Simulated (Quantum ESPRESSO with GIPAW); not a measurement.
# 11B shielding of BAs under strain

GIPAW runs (PBEsol, plane-wave PAW from pslibrary 1.0.0 recipes, cutoffs 55 and 330 Ry, one 12×12×12 mesh for all shielding runs; Quantum ESPRESSO with GIPAW, a patched development version; no spin-orbit coupling, no macroscopic shape term) on BAs, space group F-43m before straining. The cell below is strained equally along all axes, and the atoms keep their fractional coordinates.

```
CELL_PARAMETERS angstrom
0.00000 2.38850 2.38850
2.38850 0.00000 2.38850
2.38850 2.38850 0.00000
ATOMIC_POSITIONS crystal
As 0.25000 0.25000 0.25000
B 0.00000 0.00000 0.00000
```

The cell is an entry of the Crystallography Open Database; it need not be the form that is stable at ambient conditions.

The bonds are those of B (atom 2; BAs4). One row is withheld.

```csv
strain (%),mean bond (Å),σ_iso As (ppm),σ_iso B (ppm)
-1.5,2.0375,1522.37,114.02
-1.125,2.0452,1513.13,112.10
-0.75,2.0530,1503.54,110.17
0,2.0685,1483.25,106.30
+0.375,2.0763,1472.53,104.35
+0.75,2.0840,?,?
+1.5,2.0995,1438.04,98.47
```

**Task.** Fit σ_iso of B against strain, judge whether a straight line is enough, and predict the withheld row at +0.75 %.

1. With n = 6: Σx = -1.500, Σy = 645.41, Σx² = 6.4688, Σxy = -192.934.

2. Slope b = (nΣxy − ΣxΣy)/(nΣx² − (Σx)²) = -5.18 ppm per %, intercept a = (Σy − bΣx)/n = 106.27 ppm.

3. Residuals (run less line), in the order of the table: -0.03, -0.00, +0.01, +0.03, +0.02, -0.03 ppm. They bend in one sense; the largest is 0.2 % of the range of σ, so a line serves for most purposes and a parabola takes up the rest: σ = 106.30 − 5.183 x − 0.024 x², with residuals of 0.01 ppm or less.

4. At +0.75 % (inside the fitted range) the line gives 102.39 ppm and the parabola 102.40 ppm.

5. The run gives:

```csv
strain (%),mean bond (Å),σ_iso As (ppm),σ_iso B (ppm)
+0.75,2.0840,1461.44,102.40
```

Prediction less run: the line misses by -0.01 ppm, the parabola hits it to the digits shown. By the parabola, a strain of +1 % changes σ of B by -5.21 ppm and one of −1 % by +5.16 ppm; the mean slope is -5.18 ppm per %, or 2.5 ppm for 0.01 Å of mean bond length. The shift moves the opposite way, scaled by the slope of a reference line. Over the table σ of As goes from 1522.37 to 1438.04 ppm. Zero strain is the database's lattice, not this functional's rest cell, and neither cutoff nor mesh was tested for the slopes. The omitted shape term, common to all sites, changes with strain too. This build of gipaw.x prints that it is not audited and that its numbers are no references by themselves.

[Banner, clock, file and message-heading lines were taken out of the pw.x and gipaw.x logs.]

[Logs are printed without paths, hosts, clocks, repeated set-up lines and the standing remarks that a program may print on its own settings, such as how far it seeks lower states.]

[Hosts, paths, dates, database ids (printed as entryN), source tags and the programs' standing remarks are cut or masked in the printed files.]
